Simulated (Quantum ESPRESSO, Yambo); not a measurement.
# Quasiparticle gap of SiF (chair-type functionalised monolayer) in Yambo, part 2 of 2

Aim: the G0W0 gap of SiF (chair-type functionalised monolayer) on PBE, step by step.

Quantum ESPRESSO 7.5 and Yambo 5.3.0; PBE and many-body steps on it, plane waves. Known limits of the many-body steps: not at the basis limit.

So far. Step 3 (Bands along the symmetry lines): The gap is 0.676 eV, as in the run before at this level. Step 4 (Empty states on the mesh, 6×6×1 mesh, 72 bands): On this mesh the gap is 0.676 eV.

## 5. Conversion and set-up

This step: Yambo 5.3.0; conversion and set-up on PBE, plane waves, norm-conserving pseudopotentials.

The states are converted to the many-body program's format and the q mesh is built.

Started as:

```console
$ (cd o/x.save; p2y > p2y.log; mv SAVE ../..); yambo > setup.log
```

Output:

```text
 Yambo, version 5.3.0

 [02] CORE Variables Setup
 =========================

  [02.01] Unit cells
  ==================

  Cell kind             :  HCP
  Atoms in the cell     :  Si  F
  number of Si atoms    :  2
  number of F  atoms    :  2

  List of atomic masses
  Mass of Si    :  28.08500
  Mass of F     :  18.99800

  List of atomic coordinates    : [cc]
  Si1       : -0.31190E-09   4.3288       15.778      order 1
  Si2       :   3.74889   2.16442  14.45722  order 2
  F1       : -0.31190E-09   4.3288       18.852      order 3
  F2       :   3.74889   2.16442  11.38374  order 4

  Alat factors          :   7.49779   6.49327  30.23562 [a.u.]
  Direct lattice volume :   1472.03    [a.u.]
  Direct lattice vectors:  A[ 1 ]  A[ 2 ]  A[ 3 ]
   A[ 1 ]:  1.000000 -0.000000  0.000000  [iru]
   7.497787 -0.000000  0.000000  [cc]
   A[ 2 ]: -0.500000  1.000000  0.000000  [iru]
  -3.748894  6.493274  0.000000  [cc]
   A[ 3 ]:  0.000000  0.000000  1.000000  [iru]
    0.00000   0.00000  30.23562  [cc]

  Recip. lattice volume :  0.168509 [a.u.]
  Recip. lattice vectors:  B[ 1 ]  B[ 2 ]  B[ 3 ]
   B[ 1 ]:  1.000000  0.500000  0.000000  [iku]
   0.838005  0.483823 -0.000000  [cc]
   B[ 2 ]:  0.000000  1.000000  0.000000  [iku]
   0.000000  0.967645 -0.000000  [cc]
   B[ 3 ]:  0.000000  0.000000  1.000000  [iku]
  -0.000000 -0.000000  0.207807  [cc]

  [02.02] Symmetries
  ==================

  Inversion symmetry    : yes
  Spatial inversion     : yes
  Inversion index       :   7
  K-space Time-reversal : no
  Magnetic symmetries   : no
  Group table correct   : yes
  Symmetries units      :  [cc]

   [S  1]:   1.0000       0.0000       0.0000     -0.10484E-16   1.0000       0.0000       0.0000       0.0000       1.0000
   [S  2]:   1.0000       0.0000       0.0000     -0.29103E-10  -1.0000       0.0000       0.0000       0.0000      -1.0000
   [S  3]: -0.500000  0.866025  0.000000 -0.866025 -0.500000  0.000000  0.000000  0.000000  1.000000
[...]
[S 11]:  0.500000  0.866025  0.000000  0.866025 -0.500000  0.000000  0.000000  0.000000  1.000000
   [S 12]:  0.500000 -0.866025  0.000000 -0.866025 -0.500000  0.000000  0.000000  0.000000  1.000000

  [02.03] Reciprocal space
  ========================

  nG shells         :   5515
  nG charge         :  121513
  nG WFs            :  18157
  nC WFs            :  15228
  G-vecs. in first 80 shells:  [ Number ]
     1    3    5    7    9   15   27   29   41
    53   55   67   79   81   93   95  101  113
   125  137  149  151  163  175  181  193  205
[...]
787   811   823   835   847   871   883   885
  ...
  Shell energy in first 80 shells:  [ mHa ]
[...]
4017.13      4031.87      4054.49      4117.21      4213.52      4232.02      4235.11      4299.89      4335.19
[...]
K/Q-points units:
  rlu = crystal or reduced units; cc = cartesian coordinates; iku = interal k-units

  K [1]          [rlu]:  0.000000  0.000000  0.000000
         WF components:  15183
  K [2]          [rlu]:  0.000000  0.166667  0.000000
         WF components:  15161
  K [3]          [rlu]:  0.000000  0.333333  0.000000
         WF components:  15168
  K [4]          [rlu]:  0.000000 -0.500000  0.000000
         WF components:  15192
  K [5]          [rlu]:  0.166667  0.166667  0.000000
         WF components:  15136
  K [6]          [rlu]:  0.166667  0.333333  0.000000
         WF components:  15204
  K [7]          [rlu]:  0.333333  0.333333  0.000000
         WF components:  15228

  [02.05] Energies & Occupations
  ==============================

  [X] === General ===
  [X] Electronic Temperature                        :  0.000000  0.000000 [eV K]
  [X] Bosonic    Temperature                        :  0.000000  0.000000 [eV K]
  [X] Finite Temperature mode                       : no
  [X] El. density                                   :  0.10086E+24 [cm-3]
  [X] Fermi Level                                   : -3.241868 [eV]

  [X] === Gaps and Widths ===
  [X] Conduction Band Min                           :  0.675981 [eV]
  [X] Valence Band Max                              :  0.000000 [eV]
  [X] Filled Bands                                  :  11
  [X] Empty Bands                                   :   12   72
  [X] Direct Gap                                    :  0.675981 [eV]
  [X] Direct Gap localized at k                     :  1
  [X] Indirect Gap                                  :  0.675981 [eV]
  [X] Indirect Gap between kpts                     :  1  1
  [X] Last valence band width                       :  2.454572 [eV]
  [X] 1st conduction band width                     :  3.737894 [eV]

  E @ K [1]:  [eV]
  -24.37113 -24.34680 -10.21209  -7.24700  -5.77523  -5.15512  -5.15512  -5.00633
[...]
occ @ K [1]
[...]
E @ K [2]:  [eV]
[...]
occ @ K [2]
[...]
E @ K [3]:  [eV]
[...]
occ @ K [3]
[...]
E @ K [4]:  [eV]
[...]
occ @ K [4]
[...]
E @ K [5]:  [eV]
[...]
occ @ K [5]
[...]
E @ K [6]:  [eV]
[...]
occ @ K [6]
[...]
E @ K [7]:  [eV]
[...]
occ @ K [7]
[...]
2.000000  2.000000  2.000000  0.000000  0.000000  0.000000  0.000000  0.000000
   0.000000  0.000000  0.000000  0.000000  0.000000  0.000000  0.000000  0.000000

 [03] Transferred momenta grid and indexing
 ==========================================

 IBZ Q-points                                      :   7
 BZ  Q-points                                      :   36

 K/Q-points units:
 rlu = crystal or reduced units; cc = cartesian coordinates; iku = interal k-units

 Q [1]          [rlu]:  0.000000  0.000000  0.000000
 Q [2]          [rlu]: -0.20177E-17  0.16667       0.0000
 Q [3]          [rlu]: -0.40354E-17  0.33333       0.0000
 Q [4]          [rlu]:  0.60531E-17 -0.50000       0.0000
 Q [5]          [rlu]:  0.166667  0.166667  0.000000
 Q [6]          [rlu]:  0.166667  0.333333  0.000000
 Q [7]          [rlu]:  0.333333  0.333333  0.000000

  [03.01] X indexes
  =================

   [03.01.01] Sigma indexes
   ========================

 [06] Game Over & Game summary
```

Run time: 2.5 s. Hardware: 1 MPI rank of Arm Neoverse V2, shared host; peak memory 0.26 GiB.

## 6. Screening and self-energy, 6×6×1 mesh, 72 bands, screening to 74.8 eV

G0W0 replaces the xc potential by the self-energy, built once from these orbitals. Only a window of levels is corrected, while the sums run over the empty bands that the input names.

This step: G0W0 on PBE, plane waves, norm-conserving pseudopotentials.

Contents of gw1.in:

```
HF_and_locXC
gw0
dyson
ppa
em1d
rim_cut
rim_w
RandQpts= 3000000
RandGvec= 100 RL
CUTGeo= "slab z"
RandGvecW= 9 RL
EXXRLvcs= 72 Ry
VXCRLvcs= 288 Ry
Chimod= "HARTREE"
% BndsRnXp
 1 | 72 |
%
NGsBlkXp= 5.5 Ry
% LongDrXp
 1 | 1 | 0 |
%
% GbndRnge
 1 | 72 |
%
DysSolver= "n"
ExtendOut
PPAPntXp= 27.21138 eV
% QPkrange
 1 | 7 | 3 | 17 |
%
```

Started as:

```console
$ OMP_NUM_THREADS=1 mpirun -n 4 yambo -F gw1.in -J gw1 -C gw1 > gw1.log
```

Output:

```text
 Yambo, version 5.3.0

 [02] CORE Variables Setup
 =========================

  [... cell, symmetries and grids as in the set-up ...]

  [02.05] Energies & Occupations
  ==============================

  [X] === General ===
  [X] Electronic Temperature                        :  0.000000  0.000000 [eV K]
  [X] Bosonic    Temperature                        :  0.000000  0.000000 [eV K]
  [X] Finite Temperature mode                       : no
  [X] El. density                                   :  0.10086E+24 [cm-3]
  [X] Fermi Level                                   : -3.241868 [eV]

  [X] === Gaps and Widths ===
  [X] Conduction Band Min                           :  0.675981 [eV]
  [X] Valence Band Max                              :  0.000000 [eV]
  [X] Filled Bands                                  :  11
  [X] Empty Bands                                   :   12   72
  [X] Direct Gap                                    :  0.675981 [eV]
  [X] Direct Gap localized at k                     :  1
  [X] Indirect Gap                                  :  0.675981 [eV]
  [X] Indirect Gap between kpts                     :  1  1
  [X] Last valence band width                       :  2.454572 [eV]
  [X] 1st conduction band width                     :  3.737894 [eV]

 [03] Transferred momenta grid and indexing
 ==========================================

 IBZ Q-points                                      :   7
 BZ  Q-points                                      :   36

 K/Q-points units:
 rlu = crystal or reduced units; cc = cartesian coordinates; iku = interal k-units

 Q [1]          [rlu]:  0.000000  0.000000  0.000000
 Q [2]          [rlu]: -0.20177E-17  0.16667       0.0000
 Q [3]          [rlu]: -0.40354E-17  0.33333       0.0000
 Q [4]          [rlu]:  0.60531E-17 -0.50000       0.0000
 Q [5]          [rlu]:  0.166667  0.166667  0.000000
 Q [6]          [rlu]:  0.166667  0.333333  0.000000
 Q [7]          [rlu]:  0.333333  0.333333  0.000000

 [04] Coloumb potential Random Integration (RIM)
 ===============================================

 Performing RIM of v_slab

  [04.01] RIM initialization
  ==========================

  * Diagonal components only detected *

  8 x (sBL volume)        :  0.037447 [a.u.]
  sBZ random points       :  3000000
  Points outside the sBZ  :  24000829
  RL volume               :  0.168509 [a.u.]
  Integrated volume       :  0.168504 [a.u.]

  [04.02] RIM integrals
  =====================

  Gamma point sphere radius             :  0.037868 [a.u.]
  Points outside the sphere             :  2398884
  [Int_sBZ(q=0) 1/q^2]*(Vol_sBZ)^(-1/3) =:  7.512773
                                 should be <:  7.795600

  Summary of Coulomb integrals for non-metallic bands |Q|[au] RIM/Bare

  Q [1] 0.100000E-4 0.963720 * Q [2] 0.161274 1.009278
  Q [5] 0.279335 1.027952 * Q [3] 0.322548 1.025554
  Q [6] 0.426691 1.018270 * Q [4] 0.483823 1.014849
  Q [7] 0.558670 1.011499
  Non-periodic chartesian directions : none
  Optical renormalization            :  30.23562 [au]
  Polarizability dimension           : length

 [05] Coloumb potential CutOffslab
 =================================

 Cut directionsZ
 Slab Cutoff:Z
 Symmetry test passed : yes

 [06] Dipoles
 ============

  [06.01] Setup: observables and procedures
  =========================================

  [WARNING] [x,Vnl] slows the Dipoles computation. To neglect it rename the ns.kb_pp file

 [07] Dynamic Dielectric Matrix (PPA)
 ====================================

 [WR./gw1//ndb.pp]---------------------------------------------------------------
  Brillouin Zone Q/K grids (IBZ/BZ)                :    7   36    7   36
  RL vectors                                       :  18171 [WF]
  Coulomb cutoff potential                         : slab z
  Electronic Temperature                           :  0.000000 [K]
  Bosonic    Temperature                           :  0.000000 [K]
  PPA    diel. fun.  energies                      : Perdew, Burke & Ernzerhof(X)+Perdew, Burke & Ernzerhof(C)
  wavefunctions                                    : Perdew, Burke & Ernzerhof(X)+Perdew, Burke & Ernzerhof(C)
  Global Gauge                                     : length
  X matrix size                                    :   353
  X band range                                     :    1   72
  X e/h energy range                               : -1.000000 -1.000000 [eV]
  X Time ordering                                  : R
  X Hxc Kernel                                     : HARTREE
  X Drude frequency                                :  0.000000  0.000000
  X poles                                          :  100.0000 [o/o]
  RL vectors in the sum                            :  18171
  [r,Vnl] included                                 : yes
  Field direction                                  :  0.707107E-5  0.707107E-5   0.00000
  BZ energy Double Grid                            : no
  BZ energy DbGd points                            : 0
  BZ Q point size factor                           : -1.000000
  X Optical Averaged directions                    : none

 [08] Local Exchange-Correlation + Non-Local Fock
 ================================================

 [VXC] Plane waves :  121513
 [EXS] Plane waves :  15207

 QP @ state[ 1 ] K range:   1   7
 QP @ state[ 1 ] b range:   3  17

 [xc] Functional : Perdew, Burke & Ernzerhof(X)+Perdew, Burke & Ernzerhof(C)
 [xc] LIBXC used to calculate xc functional
  PP Number of Atomic Species                      :  2
  NLCC RL compoments                               :  121513
  PP Number of Atomic Species                      :  2
  NLCC RL compoments                               :  121513

 [xc] E_xc :  -11.67989 [Ha]
      E_xc :  -23.35978 [Ry]

  Local XC kind (lXC) : Perdew, Burke & Ernzerhof(X)+Perdew, Burke & Ernzerhof(C)
  Non-Local XC kind (nlXC) : Hartree-Fock

  Corrections @ K [1] :  [eV]
 <3|nlXC|3> = -19.60027 -0.20509E-16 <3|lXC|3> = -12.57478  0.000000
 <4|nlXC|4> = -28.12210 -0.55569E-17 <4|lXC|4> = -20.34216 -0.75527E-15
 <5|nlXC|5> = -26.58414  0.26726E-17 <5|lXC|5> = -19.75151  0.75527E-15
 <6|nlXC|6> = -28.48029  0.16660E-16 <6|lXC|6> = -20.72520  0.37763E-15
 <7|nlXC|7> = -28.48037  0.61968E-17 <7|lXC|7> = -20.72528  0.94408E-16
 <8|nlXC|8> = -29.33750  0.15199E-16 <8|lXC|8> = -21.40584 -0.75527E-15
 <9|nlXC|9> = -29.33745 -0.72895E-18 <9|lXC|9> = -21.40582  0.000000
 <10|nlXC|10> = -14.63079 -0.20631E-17 <10|lXC|10> = -12.51265 -0.37763E-15
 <11|nlXC|11> = -14.63082 -0.13793E-16 <11|lXC|11> = -12.51269  0.000000
 <12|nlXC|12> = -5.029660 -0.93469E-18 <12|lXC|12> = -8.981018  0.000000
[...]
Corrections @ K [2] :  [eV]
[...]
Corrections @ K [3] :  [eV]
[...]
Corrections @ K [4] :  [eV]
[...]
Corrections @ K [5] :  [eV]
[...]
Corrections @ K [6] :  [eV]
[...]
Corrections @ K [7] :  [eV]
[...]
<13|nlXC|13> = -5.526966  0.13468E-18 <13|lXC|13> = -10.70395 -0.94408E-16
 <14|nlXC|14> = -5.067904  0.10106E-17 <14|lXC|14> = -9.802846  0.47204E-16
 <15|nlXC|15> = -4.500855 -0.21394E-17 <15|lXC|15> = -9.146113  0.000000
 <16|nlXC|16> = -5.195101  0.68742E-18 <16|lXC|16> = -10.90242  0.94408E-16
 <17|nlXC|17> = -5.195104 -0.23957E-18 <17|lXC|17> = -10.90243  0.94408E-16

  [08.01] Hartree-Fock occupations report
  =======================================

  [Hartree-Fock] === General ===
  [Hartree-Fock] Electronic Temperature             :  0.000000  0.000000 [eV K]
  [Hartree-Fock] Bosonic    Temperature             :  0.000000  0.000000 [eV K]
  [Hartree-Fock] Finite Temperature mode            : no
  [Hartree-Fock] El. density                        :  0.10086E+24 [cm-3]
  [Hartree-Fock] Fermi Level                        : -3.241868 [eV]

  [Hartree-Fock] === Gaps and Widths ===
  [Hartree-Fock] Conduction Band Min                :  4.627340 [eV]
  [Hartree-Fock] Valence Band Max                   : -2.118123 [eV]
  [Hartree-Fock] Filled Bands                       :  11
  [Hartree-Fock] Empty Bands                        :   12   72
  [Hartree-Fock] Direct Gap                         :  6.745462 [eV]
  [Hartree-Fock] Direct Gap localized at k          :  1
  [Hartree-Fock] Indirect Gap                       :  6.745462 [eV]
  [Hartree-Fock] Indirect Gap between kpts          :  1  1
  [Hartree-Fock] Last valence band width            :  4.399955 [eV]
  [Hartree-Fock] 1st conduction band width          :  4.963532 [eV]

 [09] Dyson equation: Newton solver
 ==================================

  [09.01] RIM-W interpolation
  ===========================

  [WARNING] RIM-W works only for 2D semiconductors with slab cutoff
  Found compatible q grid: 2D
  q_min[ 1 ]:  0.16667      0.43367E-11   0.0000     [rlu]
   0.166667  0.083333  0.000000 [iku]
  q_min[ 2 ]:  0.56008E-11  0.16667       0.0000     [rlu]
   0.56008E-11  0.16667       0.0000     [iku]
  G-vectors :   9
  G-vectors loaded:   63
  Number of interpolated frequencies:  2

  Evaluating coefficients q = 0
  Evaluating coefficients q = 0

  [09.02] RIM-W integrals
  =======================

  8 x (sBL volume)        :  0.037447 [a.u.]
  sBZ random points       :  3000000
  Points outside the sBZ  :  24000829
  RL volume               :  0.168509 [a.u.]
  Integrated volume       :  0.168504 [a.u.]

  [09.03] RIM integrals
  =====================

  Comparison between head Wc = W - v averages: < Wc > [au] RIM-W/RIM

   < -Wc [Q = 1] > 0.324658E-1 0.566038E-4 * < -Wc [Q = 2] > 0.003627 0.003450
   < -Wc [Q = 3] > 0.606459E-3 0.589491E-3 * < -Wc [Q = 4] > 0.196788E-3 0.193642E-3
   < -Wc [Q = 5] > 0.912366E-3 0.884961E-3 * < -Wc [Q = 6] > 0.287542E-3 0.283415E-3
   < -Wc [Q = 7] > 0.136706E-3 0.135767E-3

  Comparison between head Wc = W - v averages: < Wc > [au] RIM-W/RIM

   < -Wc [G = 1,G`=0] > 0.324658E-1 0.566038E-4 * < -Wc [G = 2,G`=0] >-0.001659 0.000000
   < -Wc [G = 3,G`=0] >-0.001659 0.000000 * < -Wc [G = 4,G`=0] > 0.119045E-3  0.00000
   < -Wc [G = 5,G`=0] > 0.119052E-3  0.00000 * < -Wc [G = 6,G`=0] >-0.557834E-4  0.00000
   < -Wc [G = 7,G`=0] >-0.557896E-4  0.00000 * < -Wc [G = 8,G`=0] > 0.112447E-4  0.00000
   < -Wc [G = 9,G`=0] > 0.112451E-4  0.00000

 [10] G0W0 (W PPA)
 =================

 [  GW  ] Bands range     :    1   72
 [GW/PPA] G damping       :  0.100000 [eV]

 QP @ state[ 1 ] K range:   1   7
 QP @ state[ 1 ] b range:   3  17

  Sc/G bands                                       :    1   72
  Sc/G damping                                     :  0.100000 ev
  Sc bands terminator                              : no
  Sx RL components                                 :  15207

  QP @ state[ 1 ] K range                          :   1   7
  QP @ state[ 1 ] b range                          :   3  17
  GF energies kind                                 : Perdew, Burke & Ernzerhof(X)+Perdew, Burke & Ernzerhof(C)
  GF WF`s kind                                     : Perdew, Burke & Ernzerhof(X)+Perdew, Burke & Ernzerhof(C)
  Xs energies kind                                 : Perdew, Burke & Ernzerhof(X)+Perdew, Burke & Ernzerhof(C)
  Xs WF`s kind                                     : Perdew, Burke & Ernzerhof(X)+Perdew, Burke & Ernzerhof(C)

 [14] Game Over & Game summary
```

Wall time 7.4 min (4 MPI ranks); peak memory 3.2 GiB; 30 min of CPU time.

This step gave:

```
G0W0 gap on the mesh                         : 2.060 eV
starting gap on the mesh                     : 0.6760 eV
k of the valence top                         : 0, 0, 0
k of the conduction bottom                   : 0, 0, 0
least direct G0W0 gap on the computed points : 2.060 eV
Z at the valence top                         : 0.7169
Z at the conduction bottom                   : 0.7280
```

The gap on the mesh goes from 0.68 eV to 2.06 eV, a correction of +1.38 eV.

Limits: finite bands, cutoff and mesh. v1 is the top filled band, c1 the lowest empty one. Levels before and after the correction, in eV, zero at the valence-band top of each column:

```
           conduction bottom  valence top
Kohn-Sham               0.68         0.00
     G0W0               2.06         0.00
```

```
             level  energy (eV)
Kohn-Sham  Γ v4-v3       -5.006
Kohn-Sham  Γ v2-v1        0.000
Kohn-Sham     Γ c1        0.676
Kohn-Sham     Γ c2        3.648
Kohn-Sham  Γ c3-c4        3.703
     G0W0  Γ v4-v3       -6.183
     G0W0  Γ v2-v1        0.000
     G0W0     Γ c1        2.060
     G0W0     Γ c2        5.365
     G0W0  Γ c3-c4        5.218
```

## 7. Where the time went

Times are wall times on the hardware named with each run, good to a factor of about two.

```
                          step     time  share  memory (GiB)
                  ground state     14 s    3 %          0.61
bands along the symmetry lines     11 s    2 %          0.47
      empty states on the mesh     19 s    4 %          0.76
         conversion and set-up    2.5 s    1 %          0.26
     screening and self-energy  7.4 min   90 %           3.2
```

## 8. What came out

```
PBE gap              : 0.68 eV, direct
G0W0 gap on the mesh : 2.06 eV
GW settings          : 6×6×1 mesh, 72 bands, screening to 74.8 eV, Godby-Needs plasmon pole
known limits         : not at the basis limit
```

**Reading.** G0W0 moves the gap on the mesh from 0.68 eV to 2.06 eV (+1.38 eV), with Z of 0.72 and 0.73 at the edges. The dearest step here is «screening and self-energy». Bands and cutoff are finite, so the gap is not at the basis limit. The miss can reach some tenths of an eV and take either sign; the mesh is an error of its own.

[Paths, hosts, dates, memory and timing lines, banners, echoed tables and standing remarks are left out of the program output.]

[Logs are printed without paths, hosts, clocks, repeated set-up lines and the standing remarks that a program may print on its own settings, such as how far it seeks lower states.]

[Runs of the session that timed out or met a known fault of the program may be left out.]

[Hosts, paths, dates, database ids (printed as entryN), source tags and the programs' standing remarks are cut or masked in the printed files.]
